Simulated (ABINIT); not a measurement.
# WS2 (Tungstenite): G0W0 with ABINIT, start to end, part 3 of 3

Aim: the G0W0 gap of WS2 (Tungstenite) on PBE, step by step.

ABINIT 10.8.3; PBE and many-body steps on it, plane waves. Known limits of the many-body steps: not at the basis limit; no spin-orbit coupling; coarse k mesh.

So far. Step 3 (Bands along the symmetry lines): The gap is 0.981 eV, as in the run before at this level. Step 4 (Empty states on the mesh, 3×3×1 mesh, 429 bands): On this mesh the gap is 1.305 eV. The earlier step found 0.981 eV, so this mesh misses an edge.

### 5. Screening, 3×3×1 mesh, 391 bands, screening to 179.6 eV

The RPA dielectric matrix is built and inverted for each q.

This step: RPA screening on PBE, plane waves, norm-conserving pseudopotentials.

run.abi

```
acell 3*1.0 Angstrom
rprim 
  3.153199999992 0.000000000002 0.000000000000
  -1.576599999998 2.730751303206 0.000000000000
  0.000000000000 0.000000000000 12.323000000000
ntypat 2
znucl 74 16
natom 6
typat 1 1 2 2 2 2
xred 
  0.333333333333 0.666666666667 0.250000000000
  0.666666666667 0.333333333333 0.750000000000
  0.333333333333 0.666666666667 0.622500000000
  0.666666666667 0.333333333333 0.122500000000
  0.333333333333 0.666666666667 0.877500000000
  0.666666666667 0.333333333333 0.377500000000
pp_dirpath "pseudos"
pseudos "W.upf, S.upf"
ecut 31
ngkpt 3 3 1
nshiftk 1
shiftk 0 0 0
kptopt 1
chksymbreak 0
istwfk *1
occopt 1
irdwfk 1
optdriver 3
nband 391
ecuteps 6.6
inclvkb 2
awtr 1
symchi 1
indata_prefix "in"
outdata_prefix "out"
tmpdata_prefix "tmp"
```

On the command line:

```console
$ OMP_NUM_THREADS=1 mpirun -n 8 abinit run.abi > log
```

Numbers of over 12 decimals in the logs are rounded to 6 here.

The log of the run:

```text
.Version 10.8.3 of ABINIT. v10.8.2 released Aug 2026.

 Symmetries : space group P6_3/m m c (#194); Bravais hP (primitive hexag.)
[... echo of the input left out ...]
== DATASET  1 ==================================================================
-   mpi_nproc: 8, omp_nthreads: 1 (-1 if OMP is not activated)

--- !DatasetInfo
iteration_state: {dtset: 1, }
dimensions: {natom: 6, nkpt: 3, mband: 391, nsppol: 1, nspinor: 1, nspden: 1, mpw: 5917, }
cutoff_energies: {ecut:  31.0, pawecutdg:  -1.0, }
electrons: {nelect:   5.20000000E+01, charge:   0.00000000E+00, occopt:   1.00000000E+00, tsmear:   1.00000000E-02, }

 SCREENING: Calculation of the susceptibility and dielectric matrices

 Based on a program developped by R.W. Godby, V. Olevano, G. Onida, and L. Reining.
 Incorporated in ABINIT by V. Olevano, G.-M. Rignanese, and M. Torrent.
.Using double precision arithmetic ; gwpc =  8

[... cell and pseudopotentials left out ...]
--------------------------------------------------------------------------------

 ==== K-mesh for the wavefunctions ====
 Number of points in the irreducible wedge :     3
[... list of points left out ...]
 Together with 24 symmetry operations and time-reversal symmetry
 yields     9 points in the full Brillouin Zone.

 ==== Q-mesh for the screening function ====
 Number of points in the irreducible wedge :     3
[... list of points left out ...]
 Together with 24 symmetry operations and time-reversal symmetry
 yields     9 points in the full Brillouin Zone.

 setmesh: FFT mesh size selected  =    20x   20x   90
          total number of points  =        36000

 vcoul_init : cutoff-mode = AUXILIARY_FUNCTION
 q-points for optical limit:   1
     1)      0.000010    0.000020    0.000030

- screening: taking advantage of time-reversal symmetry
- Maximum band index for partially occupied states nbvw = 26
- Remaining bands to be divided among processors   nbcw = 365
- Number of bands treated by each node ~45

 Number of electrons calculated from density =   52.0000; Expected =   52.0000
 average of density, n =  0.072620
 r_s =    1.4869
 omega_plasma =   25.9946 [eV]

 calculating chi0 at frequencies [eV] :
  1    0.000000E+00    0.000000E+00
  2    0.000000E+00    2.599465E+01

--------------------------------------------------------------------------------
  q-point number  1        q = ( 0.000000, 0.000000, 0.000000) [r.l.u.]
--------------------------------------------------------------------------------
[... chi0 elements left out ...]
 For q-point:  0.000010 0.000020 0.000030
  dielectric constant =  17.3663
  dielectric constant without local fields =  19.4894

  Average fulfillment of the sum rule on Im[epsilon] for q-point    1 :     93.70  [%]
[... wings left out ...]
  q-point number  2        q = ( 0.333333, 0.000000, 0.000000) [r.l.u.]
--------------------------------------------------------------------------------
[... chi0 elements left out ...]
  Average fulfillment of the sum rule on Im[epsilon] for q-point    2 :     92.40  [%]

 [... 1 further q-points ...]
```

It took 62 s on 8 MPI ranks of Arm Neoverse V2, shared host; peak memory 2.2 GiB.

This step gave:

```
ε∞ with local fields, on this mesh, along the program's q direction : 17.37
the same without local fields                                       : 19.49
plasma frequency                                                    : 25.99 eV
plane waves in the screening matrix                                 : 573
```

Local fields lower ε∞ by 11 %. On a Γ-centred mesh this coarse the value itself is usually too large, while a short band sum pulls it down.

### 6. Self-energy, 3×3×1 mesh, 391 bands, screening to 179.6 eV

The self-energy is evaluated for the states that the input lists, and the levels follow from it, in one-shot runs by the linearised quasiparticle equation.

This step: G0W0 on PBE, plane waves, norm-conserving pseudopotentials.

Edit run.abi of step 5 so:

```diff
@@ -27,8 +27,19 @@
 irdwfk 1
-optdriver 3
+optdriver 4
 nband 391
+gwcalctyp 0
+ecutsigx 31
+symsigma 1
+nkptgw 3
+kptgw 
+  0.0000000000 0.0000000000 0.0000000000
+  0.3333333333 0.0000000000 0.0000000000
+  0.3333333333 0.3333333333 0.0000000000
+bdgw 
+  13 30
+  13 30
+  13 30
 ecuteps 6.6
-inclvkb 2
-awtr 1
-symchi 1
+irdscr 1
+ppmodel 1
 indata_prefix "in"
```

The log of the run:

```text
.Version 10.8.3 of ABINIT. v10.8.2 released Aug 2026.

 Symmetries : space group P6_3/m m c (#194); Bravais hP (primitive hexag.)
[... echo of the input left out ...]
== DATASET  1 ==================================================================
-   mpi_nproc: 8, omp_nthreads: 1 (-1 if OMP is not activated)

--- !DatasetInfo
iteration_state: {dtset: 1, }
dimensions: {natom: 6, nkpt: 3, mband: 391, nsppol: 1, nspinor: 1, nspden: 1, mpw: 5917, }
cutoff_energies: {ecut:  31.0, pawecutdg:  -1.0, }
electrons: {nelect:   5.20000000E+01, charge:   0.00000000E+00, occopt:   1.00000000E+00, tsmear:   1.00000000E-02, }

 SIGMA: Calculation of the GW corrections

 Based on a program developped by R.W. Godby, V. Olevano, G. Onida, and L. Reining.
 Incorporated in ABINIT by V. Olevano, G.-M. Rignanese, and M. Torrent.
.Using double precision arithmetic ; gwpc =  8

[... cell and pseudopotentials left out ...]
--------------------------------------------------------------------------------

 ==== K-mesh for the wavefunctions ====
 Number of points in the irreducible wedge :     3
[... list of points left out ...]
 Together with 24 symmetry operations and time-reversal symmetry
 yields     9 points in the full Brillouin Zone.

 ==== Q-mesh for screening function ====
 Number of points in the irreducible wedge :     3
[... list of points left out ...]
 Together with 24 symmetry operations and time-reversal symmetry
 yields     9 points in the full Brillouin Zone.

 vcoul_init : cutoff-mode = AUXILIARY_FUNCTION
 q-points for optical limit:   1
     1)      0.000010    0.000020    0.000030
 setmesh: FFT mesh size selected  =    25x   25x  120
          total number of points  =        75000

 Number of electrons calculated from density =   52.0000; Expected =   52.0000
 average of density, n =  0.072620
 r_s =    1.4869
 omega_plasma =   25.9946 [eV]

 === KS Band Gaps ===
  >>>> For spin  1
   Minimum direct gap =   1.8369 [eV], located at k-point      :   0.3333  0.3333  0.0000
   Fundamental gap    =   1.3050 [eV], Top of valence bands at :   0.0000  0.0000  0.0000
                                       Bottom of conduction at :   0.3333  0.3333  0.0000
 SIGMA fundamental parameters:
 PLASMON POLE MODEL  1
 number of plane-waves for SigmaX                 5885
 number of plane-waves for SigmaC and W            573
 number of plane-waves for wavefunctions          5885
 number of bands                                   391
 number of independent spin polarizations            1
 number of spinorial components                      1
 number of k-points in IBZ                           3
 number of q-points in IBZ                           3
 number of symmetry operations                      24
 number of k-points in BZ                            9
 number of q-points in BZ                            9
 number of frequencies for dSigma/dE                 9
 frequency step for dSigma/dE [eV]                0.25
 number of omega for Sigma on real axis              0
 max omega for Sigma on real axis  [eV]           0.00
 zcut for avoiding poles [eV]                     0.10

 EPSILON^-1 parameters (SCR file):
 dimension of the eps^-1 matrix on file            573
 dimension of the eps^-1 matrix used               573
 number of plane-waves for wavefunctions          5885
 number of bands                                   391
 number of q-points in IBZ                           3
 number of frequencies                               2
 number of real frequencies                          1
 number of imag frequencies                          1

 matrix elements of self-energy operator (all in [eV])

 Perturbative Calculation

--- !SelfEnergy_ee
iteration_state: {dtset: 1, }
kpoint     : [   0.000,    0.000,    0.000, ]
spin       : 1
KS_gap     :    2.311
QP_gap     :    2.825
Delta_QP_KS:    0.514
data: !SigmaeeData |
     Band     E0 <VxcDFT>   SigX SigC(E0)      Z dSigC/dE  Sig(E)    E-E0       E
       13   1.862 -12.369 -17.537   4.179   0.788  -0.269 -13.148  -0.779   1.083
       14   2.915 -13.271 -17.765   3.660   0.746  -0.340 -13.894  -0.622   2.293
       15   5.660 -12.175 -16.047   2.803   0.774  -0.292 -13.002  -0.827   4.833
       16   6.033 -15.098 -17.985   2.425   0.769  -0.300 -15.453  -0.356   5.677
       17   6.033 -15.098 -17.985   2.425   0.769  -0.300 -15.453  -0.356   5.677
       18   6.047 -15.115 -17.979   2.408   0.770  -0.299 -15.466  -0.351   5.696
       19   6.047 -15.115 -17.979   2.408   0.770  -0.299 -15.466  -0.351   5.696
       20   7.268 -15.437 -17.757   1.825   0.779  -0.283 -15.823  -0.386   6.882
       21   7.268 -15.437 -17.757   1.825   0.779  -0.283 -15.823  -0.386   6.882
       22   7.322 -15.516 -17.790   1.795   0.779  -0.283 -15.889  -0.373   6.948
[...]
--- !SelfEnergy_ee
iteration_state: {dtset: 1, }
kpoint     : [   0.333,    0.000,    0.000, ]
spin       : 1
KS_gap     :    3.414
QP_gap     :    3.999
Delta_QP_KS:    0.585
data: !SigmaeeData |
     Band     E0 <VxcDFT>   SigX SigC(E0)      Z dSigC/dE  Sig(E)    E-E0       E
[...]
--- !SelfEnergy_ee
iteration_state: {dtset: 1, }
kpoint     : [   0.333,    0.333,    0.000, ]
spin       : 1
KS_gap     :    1.837
QP_gap     :    2.517
Delta_QP_KS:    0.681
data: !SigmaeeData |
     Band     E0 <VxcDFT>   SigX SigC(E0)      Z dSigC/dE  Sig(E)    E-E0       E
[...]
26   8.977 -15.446 -16.647   0.929   0.782  -0.279 -15.658  -0.213   8.764
       27  10.814 -16.352 -11.240  -4.514   0.782  -0.279 -15.884   0.468  11.282
       28  10.814 -16.352 -11.240  -4.514   0.782  -0.279 -15.884   0.468  11.282
       29  11.562 -13.514  -8.731  -4.442   0.796  -0.256 -13.243   0.271  11.833
       30  12.791 -15.273  -9.800  -4.902   0.784  -0.276 -14.825   0.448  13.238

 New Fermi energy :        3.784816E-01 Ha ,    1.029901E+01 eV

 === QP Band Gaps ===
  >>>> For spin  1
   Minimum direct gap =   2.5174 [eV], located at k-point      :   0.3333  0.3333  0.0000
   Fundamental gap    =   1.9655 [eV], Top of valence bands at :   0.0000  0.0000  0.0000
                                       Bottom of conduction at :   0.3333  0.3333  0.0000

== END DATASET(S) ==============================================================
================================================================================

 -outvars: echo values of variables after computation  --------
           etotal      0.0000000000E+00
            nband         391
             nkpt           3
          spgroup         194
 [... the other variables as echoed above ...]

 Calculation completed.
```

It took 2.6 min on 8 MPI ranks; peak memory 2.3 GiB.

This step gave:

| Property | Result |
| --- | --- |
| G0W0 gap on the points computed | 1.966 eV |
| starting gap on the mesh | 1.305 eV |
| k of the valence top | 0, 0, 0 |
| k of the conduction bottom | 0.3333, 0.3333, 0 |
| Z at the valence top | 0.781 |
| Z at the conduction bottom | 0.782 |
| least direct G0W0 gap on the computed points | 2.518 eV |

The gap on the mesh goes from 1.31 eV to 1.97 eV, a correction of +0.66 eV. The start differs from the 0.98 eV found before because the two sample other k points.

Limits: finite bands, cutoff and mesh; no spin-orbit coupling; coarse k mesh. v1 is the top filled band, c1 the lowest empty one. The levels before and after the correction (eV, zero at the valence-band top of each column):

```csv
,conduction bottom,valence top
Kohn-Sham,1.31,0.00
G0W0,1.97,0.00
```

```csv
,level,energy (eV)
Kohn-Sham,Γ v3,-1.516
Kohn-Sham,Γ v2,-1.221
Kohn-Sham,Γ v1,0.000
Kohn-Sham,Γ c1-c2,2.311
Kohn-Sham,Γ c3,2.321
Kohn-Sham,(0.333 0.333 0) v3,-2.937
Kohn-Sham,(0.333 0.333 0) v2,-0.739
Kohn-Sham,(0.333 0.333 0) v1,-0.532
Kohn-Sham,(0.333 0.333 0) c1-c2,1.305
Kohn-Sham,(0.333 0.333 0) c3,2.054
G0W0,Γ v3,-2.005
G0W0,Γ v2,-1.286
G0W0,Γ v1,0.000
G0W0,Γ c1-c2,2.825
G0W0,Γ c3,2.822
G0W0,(0.333 0.333 0) v3,-3.357
G0W0,(0.333 0.333 0) v2,-0.786
G0W0,(0.333 0.333 0) v1,-0.552
G0W0,(0.333 0.333 0) c1-c2,1.966
G0W0,(0.333 0.333 0) c3,2.517
```

### 7. Where the time went

Times are wall times on the hardware named with each run, good to a factor of about two.

```csv
step,time,share,memory (GiB)
ground state,24 s,2 %,0.69
bands along the symmetry lines,49 s,5 %,0.8
empty states on the mesh,12 min,71 %,0.38
screening,62 s,6 %,2.2
self-energy,2.6 min,16 %,2.3
```

### 8. Results

```
PBE gap                              : 0.98 eV, indirect
G0W0 gap on the mesh                 : 1.97 eV
G0W0 gap over the zone (rigid shift) : 1.64 eV
GW settings                          : 3×3×1 mesh, 391 bands, screening to 179.6 eV, Godby-Needs plasmon pole
known limits                         : not at the basis limit; no spin-orbit coupling; coarse k mesh
```

What this shows: G0W0 moves the gap on the mesh from 1.31 eV to 1.97 eV (+0.66 eV), with Z of 0.78 and 0.78 at the edges. The mesh misses the band edges by 0.32 eV in all; a rigid shift gives 1.64 eV for the zone. Local fields lower the RPA ε∞ on this mesh from 19.49 to 17.37; a Γ-centred mesh this coarse tends to raise both, most where the direct gap is narrow, while a short band sum lowers them. The dearest step here is «empty states on the mesh». Bands and cutoff are finite, so the gap is not at the basis limit. The miss can reach some tenths of an eV and take either sign; the mesh is an error of its own. A denser mesh or path gives a starting gap of 0.98 eV: the GW mesh misses a band edge, so its gaps are not the fundamental one. The 3×3×1 mesh is coarse for this cell, which bears on the long-range parts of exchange and screening. The many-body steps are scalar-relativistic: spin-orbit coupling is not in them.

[Paths, hosts, dates, memory and timing lines, banners, echoed tables and standing remarks are left out of the program output.]

[Logs are printed without paths, hosts, clocks, repeated set-up lines and the standing remarks that a program may print on its own settings, such as how far it seeks lower states.]

[Runs of the session that timed out or met a known fault of the program may be left out.]

[Hosts, paths, dates, database ids (printed as entryN), source tags and the programs' standing remarks are cut or masked in the printed files.]

[G0W0 gaps are taken among the corrected bands and points alone; a level outside them can change the order at an edge.]

[Where Ansatz stands beside ABINIT at settings called matched, ABINIT's density can come from a denser mesh and the files from another edition; pairs whose starting gaps differed by over 0.03 eV were left out, so agreement reads better than it is.]
